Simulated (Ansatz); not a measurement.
# 3-layer 1T-TaO2 (AA) in a perpendicular field

Wanted: the out-of-plane response of the 3-layer 1T-TaO2 (AA). A positive field points along +c.

Method: plane-wave DFT, PBE-D3(BJ), Ansatz PAW, in Ansatz 0.2.0.

Report form: the programs' logs are mostly left out.

## (1) Set-up

The cell holds 9 atoms: 6 O and 3 Ta. Its edges and angles: a = 3.184 Å, b = 3.184 Å, c = 57.358 Å, α = 90.0°, β = 90.0°, γ = 120.0°. Regions: layer 1: 1T-TaO2, 3 atoms (2 O and 1 Ta); layer 2: 1T-TaO2, 3 atoms (2 O and 1 Ta); layer 3: 1T-TaO2, 3 atoms (2 O and 1 Ta). Vacuum lies along c.

## (2) Relaxation

The starting cell is a guess, so the in-plane lattice and the atoms are relaxed first, with the slab cut off from its images along the normal.

The input, input.yaml:

```yaml
crystal:
  lattice:
    - [3.18449, 0.0, 0.0]
    - [-1.592245, 2.7578492381, 0.0]
    - [0.0, 0.0, 57.3577089714]
  atoms:
    - { symbol: O, position: [0.6666666667, 0.3333333333, 0.3853013029] }
    - { symbol: Ta, position: [0.0, 0.0, 0.4066809021], spin: 1.0 }
    - { symbol: O, position: [0.3333333333, 0.6666666667, 0.4280605013] }
    - { symbol: O, position: [0.6666666667, 0.3333333333, 0.4786204008] }
    - { symbol: Ta, position: [0.0, 0.0, 0.5], spin: 1.0 }
    - { symbol: O, position: [0.3333333333, 0.6666666667, 0.5213795992] }
    - { symbol: O, position: [0.6666666667, 0.3333333333, 0.5719394987] }
    - { symbol: Ta, position: [0.0, 0.0, 0.5933190979], spin: 1.0 }
    - { symbol: O, position: [0.3333333333, 0.6666666667, 0.6146986971] }
  periodic: [true, true, false]
magnetization:
  spin_polarized: true
kpoints:
  mp_grid: { grid: [12, 12, 1] }
hamiltonian:
  xc: pbe
  dispersion: d3bj
scf:
  occupations: { method: fermi_dirac, width: 0.05 }
  convergence: { dr2_threshold: 1.0e-09 }
relax:
  f_tol: 0.004
  max_steps: 90
  cell: {}
output:
  write_potential: true
  write_density: true
  volumetric_format: npy
```

On the command line:

```
$ ansatz run input.yaml --threads 4 --pin off --max-ram 6144MiB --backend cpu --events-out ev --progress --plain --runs-dir out
```

Run time: 2.3 min. Hardware: 4 threads of AMD EPYC 9R14 (Zen 4), shared host; peak memory 1.4 GiB; 8.8 min of CPU time.

Relaxation path:

```csv
step,energy less that of the first step (eV),largest force component (eV/Å),volume (Å³)
1,0.0000,2.7179,503.74
2,-1.9976,1.3945,454.74
3,-2.2709,0.3257,460.21
4,-2.3243,0.0763,456.43
5,-2.3413,0.0238,457.42
6,-2.3419,0.0125,457.31
7,-2.3417,0.0037,457.68
8*,-2.3169,0.0029,457.68
9,-2.3190,0.0090,456.20
10,-2.3189,0.0008,456.35
11*,-2.3175,0.0008,456.35
```

Relaxation steps marked * repeat the geometry before them on a plane-wave basis chosen anew for their cell, so energy and pressure can jump there.

The run keeps the 12 symmetry operations that it works with, so distortions that break them were not tested.

```csv
cell as run,before,after,change
a (Å),3.184,3.031,-4.8 %
b (Å),3.184,3.031,-4.8 %
```

The atoms that moved most (Å, along periodic axes as changes of fractional coordinates times the final cell, across vacuum about the mean position):

```csv
atom,dx,dy,dz,length
O9,0.000,0.000,-0.667,0.667
O1,0.000,0.000,0.667,0.667
Ta2,0.000,0.000,0.565,0.565
Ta8,0.000,0.000,-0.565,0.565
O3,0.000,0.000,0.459,0.459
O7,0.000,0.000,-0.459,0.459
O4,0.000,0.000,0.106,0.106
O6,0.000,0.000,-0.106,0.106
```

This step gave:

```
energy at zero smearing : -33208.8952 eV
```

The lattice constant a goes from 3.184 to 3.031 Å.

## (3) Single point, field 0, start network

A sawtooth potential applies the field, turning back in the middle of the vacuum. With the dipole correction the typed value is the field outside the slab. The induced dipole is small, so the SCF threshold is tight.

The cell differs from the one that the last finished run ended in (c 57.358 → 29.824 Å).

The input, input.yaml:

```yaml
crystal:
  lattice:
    - [3.03102932, 0.0, 0.0]
    - [-1.51551466, 2.6249483908, 0.0]
    - [0.0, 0.0, 29.8241232321]
  atoms:
    - { symbol: O, position: [0.6666666667, 0.3333333333, 0.3017691394] }
    - { symbol: Ta, position: [0.0, 0.0, 0.3394713885] }
    - { symbol: O, position: [0.3333333333, 0.6666666667, 0.3770433788] }
    - { symbol: O, position: [0.6666666667, 0.3333333333, 0.4624284442] }
    - { symbol: Ta, position: [0.0, 0.0, 0.5] }
    - { symbol: O, position: [0.3333333333, 0.6666666667, 0.5375715558] }
    - { symbol: O, position: [0.6666666667, 0.3333333333, 0.6229566212] }
    - { symbol: Ta, position: [0.0, 0.0, 0.6605286115] }
    - { symbol: O, position: [0.3333333333, 0.6666666667, 0.6982308606] }
kpoints:
  mp_grid: { grid: [18, 18, 1] }
  band_path:
    path: [[0, 0, 0], [0.5, 0, 0], [0.33333333, 0.33333333, 0], [0, 0, 0]]
    npoints: 16
hamiltonian:
  xc: pbe
  dispersion: d3bj
scf:
  occupations: { method: fermi_dirac, width: 0.02585 }
  convergence: { dr2_threshold: 1.0e-10 }
efield:
  axis: 3
  dipole_correction: true
  ramp_position: 0.97
  ramp_width: 0.06
  amplitude: 0
output:
  dos: { projected: true, e_range: [-6, 5] }
  bader: true
  write_potential: true
  write_density: true
  volumetric_format: npy
  elf: true
```

Elapsed: 32 s, on 4 threads; peak memory 0.87 GiB.

This step gave:

* energy at zero smearing: -33208.9037 eV
* work function, upper face: 5.095 eV
* dipole along the normal: -3.70e-7 e·Å

Running mean over a fixed 2.5 Å (it still follows the layers) of the planar mean; the ramp of the sawtooth is left out. Electron's electrostatic potential energy less the Fermi level against z:

```csv
z (Å),electron's electrostatic potential energy less the Fermi level (eV)
4,5.10
5,5.09
6,5.09
7,4.91
8,1.05
9,-7.85
10,-14.4
11,-10.2
12,-1.18
13,-0.965
14,-9.94
15,-14.4
16,-8.27
17,-0.202
18,-2.34
19,-11.6
20,-13.9
21,-6.00
22,2.15
23,5.00
24,5.09
25,5.09
26,5.10
```

The density of states has structure finer than the step of the table below, so its rows give means over 0.25 eV, whole bins alone (the curve runs from -6 to 1.99 eV). Peaks (eV: height): -5.720: 15.3, -5.610: 15.6, -5.480: 15.3, -5.390: 15.3, -4.730: 13.5, -4.290: 14.6, 0.120: 13.8.

Table of density of states by energy, zero at the Fermi level; means over each step:

```csv
energy (eV),density of states (states/eV a cell)
-5.75,11.2
-5.50,11.4
-5.25,6.53
-5.00,5.70
-4.75,10.4
-4.50,8.29
-4.25,9.46
-4.00,5.08
-3.75,0.291
-3.50,0
-3.25,0
-3.00,0
-2.75,0
-2.50,0
-2.25,0
-2.00,0
-1.75,0
-1.50,0
-1.25,0
-1.00,0
-0.75,1.05
-0.50,3.70
-0.25,4.40
0.00,7.08
0.25,5.39
0.50,3.41
0.75,4.26
1.00,3.78
1.25,3.51
1.50,3.69
1.75,6.90
```

Projected DOS per atom over height of the atomic layer and energy from the Fermi level. Layers: O Ta O O Ta O O Ta O from below.

Ten even steps from '_' (0.00 states/eV) to '@' (1.64 states/eV), each cell a mean:
```
..@@....@@....@@..
__++____**____++__
__++____++____++__
__**____**____**__
__**____**____**__
..@@....@@....@@..
..++....++....++..
__::____::____::__
__________________
__________________
__________________
__________________
__________________
__________________
__________________
__________________
++__++++__++++__++
%%__%%##__##%%__%%
@@..%%@@..@@%%..@@
==..==++..++==..==
%%--@@@@--@@@@--%%
%%--##**--**##--%%
```
Columns: height of the atomic layer (Å) from 9 to 20.8 (not evenly spaced); rows upwards: energy from the Fermi level (eV) from -5.96 to 1.96.

The electronic bands at the labelled points (eV, zero at the Fermi level):

```csv
point,band 33,band 34,band 35,band 36,band 37,band 38,band 39,band 40
Γ,-4.08,-4.05,-4.05,-4.05,0.14,0.14,0.16,0.16
halfway,-4.69,-4.16,-4.04,-3.92,-0.30,-0.26,-0.22,1.46
M,-4.63,-4.58,-4.53,-4.28,-0.73,-0.73,-0.72,2.48
halfway,-5.41,-4.72,-4.59,-4.48,-0.05,-0.04,-0.03,2.01
K,-5.39,-4.95,-4.81,-4.68,0.86,0.96,1.06,1.45
halfway,-5.37,-4.08,-4.04,-4.01,0.30,0.35,0.41,0.65
Γ,-4.08,-4.05,-4.05,-4.05,0.14,0.14,0.16,0.16
```

ELF in the ca plane at fractional y = 0.000, with atoms of Ta within 0.2 Å of it. It is the smooth field of the valence electrons, not physical close to the nuclei.

Ten even steps from '0' (0.00) to '9' (0.70), each cell a mean:
```
00000000000000000000149759510000013975961100
00000000000000000002225996222000122489622200
00000000000000000025753222565201465322246620
00000000000000000147986325897301698632489830
00000000000000000137874213787201687521378730
00000000000000000013433553343100343256334410
00000000000000000001128999311000112799941100
00000000000000000000149429610000014951971000
```
Columns run along c (16.0 Å, from fractional 0.05 to 0.59 of the cell), rows up along a (3.0 Å). Atoms in or near the plane, at fractional coordinates: Ta at (0.34, 0.00), Ta at (0.50, 0.00).

Valence density in the ca plane at fractional y = 0.000, with atoms of Ta within 0.2 Å of it. It is the smooth field of the valence electrons, not physical close to the nuclei.

Ten even steps from '0' (0.0 e/Å³) to '9' (4.3 e/Å³), each cell a mean:
```
00000000000000000000016997200000001599820000
00000000000000000000002563100000000256310000
00000000000000000000000111000000000011100000
00000000000000000000010000110000001000011000
00000000000000000000010000100000001000010000
00000000000000000000001221000000000122100000
00000000000000000000014895100000001489610000
00000000000000000000017988200000001698930000
```
Columns run along c (16.0 Å, from fractional 0.05 to 0.59 of the cell), rows up along a (3.0 Å). Atoms in or near the plane, at fractional coordinates: Ta at (0.34, 0.00), Ta at (0.50, 0.00).

Electrostatic potential energy in the ca plane at fractional y = 0.000, with atoms of Ta within 0.2 Å of it. With pseudopotentials it is smooth inside the atoms' cores, unlike the true potential.

Ten even steps from '0' (-64 eV) to '9' (8 eV), each cell a mean:
```
99999999999999999999863002689999987300158999
99999999999999999999985335789999998643578999
99999999999999999999988777899999998877789999
99999999999999999999998888999999999888899999
99999999999999999999998888899999999888889999
99999999999999999999987556899999998755689999
99999999999999999999874113689999997411368999
99999999999999999999862001589999986300158999
```
Columns run along c (16.0 Å, from fractional 0.05 to 0.59 of the cell; values clipped at the 3rd and 97th percentile), rows up along a (3.0 Å). Atoms in or near the plane, at fractional coordinates: Ta at (0.34, 0.00), Ta at (0.50, 0.00).

The work function of the upper face is 5.10 eV.

## (4) Single point, field 0.1 V/Å

input.yaml, as its differences from that of step 3:

```diff
@@ -29,8 +29,6 @@
   dipole_correction: true
-  ramp_position: 0.97
-  ramp_width: 0.06
-  amplitude: 0
+  ramp_position: 0.945
+  ramp_width: 0.11
+  amplitude: 0.1
 output:
-  dos: { projected: true, e_range: [-6, 5] }
-  bader: true
   write_potential: true
@@ -38,2 +36 @@
   volumetric_format: npy
-  elf: true
```

The job ended after 13 s (4 threads; peak memory 0.83 GiB; 51 s of CPU time).

The dipole is 0.0565 e·Å.

## (5) Single point, field -0.1 V/Å

input.yaml, as its differences from that of step 4:

```diff
@@ -31,3 +31,3 @@
   ramp_width: 0.11
-  amplitude: 0.1
+  amplitude: -0.1
 output:
```

Run time: 13 s. Hardware: 4 threads; peak memory 0.84 GiB; 51 s of CPU time.

The dipole is -0.0565 e·Å.

## (6) Atoms held, field 0.2 V/Å

input.yaml, as its differences from that of step 5:

```diff
@@ -31,3 +31,3 @@
   ramp_width: 0.11
-  amplitude: -0.1
+  amplitude: 0.2
 output:
```

Elapsed: 13 s, on 4 threads; peak memory 0.84 GiB; 51 s of CPU time.

The dipole is 0.113 e·Å.

## (7) Atoms held, field -0.2 V/Å

input.yaml, as its differences from that of step 6:

```diff
@@ -31,3 +31,3 @@
   ramp_width: 0.11
-  amplitude: 0.2
+  amplitude: -0.2
 output:
```

Wall time 14 s (4 threads); peak memory 0.84 GiB.

The dipole is -0.113 e·Å.

## (8) Single point, field 0.35 V/Å

input.yaml, as its differences from that of step 7:

```diff
@@ -29,6 +29,8 @@
   dipole_correction: true
-  ramp_position: 0.945
-  ramp_width: 0.11
-  amplitude: -0.2
+  ramp_position: 0.9254
+  ramp_width: 0.1493
+  amplitude: 0.35
 output:
+  dos: { projected: true, e_range: [-6, 5] }
+  bader: true
   write_potential: true
@@ -36 +38,2 @@
   volumetric_format: npy
+  elf: true
```

It took 33 s on 4 threads; peak memory 0.83 GiB; 2.1 min of CPU time.

The dipole is 0.198 e·Å.

## (9) Response, atoms held

This step: plane-wave DFT, PBE-D3(BJ), Ansatz PAW; response to a field along the normal, atoms held (Ansatz 0.2.0).

The dipoles give the slope, and the difference of two potentials shows where the field is screened.

Numbers from this step:

* equivalent conductor thickness p/(ε₀AE): 12.86 Å
* distance between the outer atoms: 11.82 Å

The dipole of the cell by applied field:

```csv
applied field (V/Å),dipole of the cell (e·Å)
-0.200,-0.113
-0.100,-0.0565
0.000,-3.7e-7
0.100,0.0565
0.200,0.113
0.350,0.198
```

Local field over the applied field, running mean. From the potentials at -0.1 and 0.1 V/Å; running mean over 2.5 Å. Local field over applied field against z:

```csv
z (Å),local field over applied field
5,1.000
6,0.993
7,0.930
8,0.673
9,0.324
10,0.0850
11,0.0125
12,-0.0120
13,-0.0119
14,-0.00578
15,-0.00297
16,-0.00681
17,-0.0129
18,-0.00936
19,0.0186
20,0.112
21,0.382
22,0.729
23,0.952
24,0.996
25,1.000
```

Electrons, planar mean, per unit field. Induced electron density against z:

z (Å), induced electron density (e/Å³ per V/Å) and a bar from the least value:
```
      4.5    0.00000 ###############
      5.0    0.00000 ###############
      5.5    0.00001 ###############
      6.0    0.00002 ###############
      6.5    0.00009 ###############
      7.0    0.00030 ################
      7.5    0.00098 ###################
      8.0    0.00262 ##########################
      8.5    0.00368 ##############################
      9.0    0.00172 ######################
      9.5    0.00094 ###################
     10.0    0.00017 ################
     10.5    0.00028 ################
     11.0    0.00032 ################
     11.5    0.00007 ###############
     12.0    0.00001 ###############
     12.5   -0.00002 ###############
     13.0   -0.00006 ###############
     13.5   -0.00006 ###############
     14.0   -0.00004 ###############
     14.5    0.00000 ###############
     15.0    0.00000 ###############
     15.5    0.00001 ###############
     16.0    0.00004 ###############
     16.5    0.00008 ###############
     17.0    0.00005 ###############
     17.5    0.00000 ###############
     18.0   -0.00001 ###############
     18.5   -0.00015 ###############
     19.0   -0.00043 #############
     19.5   -0.00025 ##############
     20.0   -0.00005 ###############
     20.5   -0.00177 ########
     21.0   -0.00198 #######
     21.5   -0.00372 
     22.0   -0.00193 #######
     22.5   -0.00066 ############
     23.0   -0.00020 ##############
     23.5   -0.00006 ###############
     24.0   -0.00001 ###############
     24.5    0.00000 ###############
     25.0    0.00000 ###############
     25.5    0.00000 ###############
```

By hand: between -0.1 and 0.1 V/Å the dipole changes by 0.1131 e·Å, a slope of 0.5654 e·Å²/V. A perfect conductor of thickness t has p = ε₀AEt, so t = 180.95 × 0.5654 / 7.956 = 12.86 Å (e/ε₀ = 180.95 V·Å, A in Å²).

The induced dipole is that of a conductor 12.86 Å thick.

## (10) A changed input: basis.ecutwfc = "700 eV"

This step: plane-wave DFT, PBE-D3(BJ), Ansatz PAW (Ansatz 0.2.0).

A run with a changed input: it repeats the earlier run at 0.1 V/Å with basis.ecutwfc to 700 eV.

input.yaml, as its differences from that of step 8:

```diff
@@ -29,8 +29,6 @@
   dipole_correction: true
-  ramp_position: 0.9254
-  ramp_width: 0.1493
-  amplitude: 0.35
+  ramp_position: 0.945
+  ramp_width: 0.11
+  amplitude: 0.1
 output:
-  dos: { projected: true, e_range: [-6, 5] }
-  bader: true
   write_potential: true
@@ -38,2 +36,3 @@
   volumetric_format: npy
-  elf: true
+basis:
+  ecutwfc: "700 eV"
```

Run time: 28 s. Hardware: 4 threads; peak memory 1.4 GiB; 1.8 min of CPU time.

Numbers from this step:

| Quantity | Value |
| --- | --- |
| energy at zero smearing | -33208.9473 eV |
| dipole along the normal | 0.05653 e·Å |

The electronic bands at the labelled points (eV, zero at the Fermi level):

```csv
point,band 33,band 34,band 35,band 36,band 37,band 38,band 39,band 40
Γ,-4.08,-4.05,-4.05,-4.05,0.14,0.14,0.16,0.16
halfway,-4.69,-4.16,-4.04,-3.92,-0.30,-0.26,-0.22,1.46
M,-4.63,-4.58,-4.53,-4.28,-0.73,-0.72,-0.72,2.49
halfway,-5.41,-4.72,-4.59,-4.48,-0.05,-0.04,-0.03,2.01
K,-5.39,-4.95,-4.81,-4.68,0.86,0.96,1.06,1.45
halfway,-5.36,-4.08,-4.04,-4.01,0.30,0.35,0.41,0.65
Γ,-4.08,-4.05,-4.05,-4.05,0.14,0.14,0.16,0.16
```

```csv
quantity,this run,earlier run,difference
dipole along the normal (e·Å),0.05653,0.05654,-2.1e-6
```

The dipole moves by under 0.5 % or 5e-5 e·Å.

Of the bands kept, 3 cross the Fermi level on this path.

## (11) A changed input: scf.eigensolver.kind = "davidson"

Another changed input: it repeats the earlier run at 0.1 V/Å with scf.eigensolver.kind to davidson.

input.yaml, as its differences from that of step 10:

```diff
@@ -26,2 +26,3 @@
   convergence: { dr2_threshold: 1.0e-10 }
+  eigensolver: { kind: davidson }
 efield:
@@ -36,3 +37 @@
   volumetric_format: npy
-basis:
-  ecutwfc: "700 eV"
```

Run time: 15 s. Hardware: 4 threads; peak memory 0.78 GiB.

Numbers from this step:

- energy at zero smearing: -33208.9065 eV

The electronic bands at the labelled points (eV, zero at the Fermi level):

```csv
point,band 33,band 34,band 35,band 36,band 37,band 38,band 39,band 40
Γ,-4.08,-4.05,-4.05,-4.05,0.14,0.14,0.16,0.16
halfway,-4.69,-4.16,-4.04,-3.92,-0.30,-0.26,-0.22,1.46
M,-4.63,-4.58,-4.53,-4.28,-0.73,-0.72,-0.72,2.48
halfway,-5.41,-4.72,-4.59,-4.48,-0.05,-0.04,-0.03,2.01
K,-5.39,-4.95,-4.81,-4.68,0.86,0.96,1.06,1.45
halfway,-5.37,-4.08,-4.04,-4.01,0.30,0.35,0.41,0.65
Γ,-4.08,-4.05,-4.05,-4.05,0.14,0.14,0.16,0.16
```

```csv
quantity,this run,earlier run,difference
dipole along the normal (e·Å),0.05653,0.05654,-5.3e-6
```

The dipole moves by under 0.5 % or 5e-5 e·Å. The run took 13 SCF cycles against 12.

Of the bands kept, 3 cross the Fermi level on this path.

## (12) Results

```yaml
gap_without_field: none
work_function_upper_face: 5.10 eV
equivalent_conductor_thickness_atoms_held: 12.9 Å
```

What this shows: The induced dipole equals that of a perfect conductor 12.86 Å thick, while the outer atoms lie 11.82 Å apart. There is no gap over 0.03 eV, with or without the field. The first relaxation ran with spin and lost its moment, and the later runs have none; other magnetic states were not tried. Spin-orbit coupling is left out, which matters for the bands of elements this heavy.

[Logs are printed without paths, hosts, clocks, repeated set-up lines and the standing remarks that a program may print on its own settings, such as how far it seeks lower states.]

[Hosts, paths, dates, database ids (printed as entryN), source tags and the programs' standing remarks are cut or masked in the printed files.]

[Maps of the electrostatic potential energy from Ansatz leave out the sawtooth potential of an applied field or a dipole correction, so their vacuum need not be flat; planar profiles and work functions include it.]

[The density of states shown here was stored with 400 of the rows of the run's finer table, so its peaks can read low, often by over a quarter, or be missed, and its means over a window can be off by a tenth or more.]
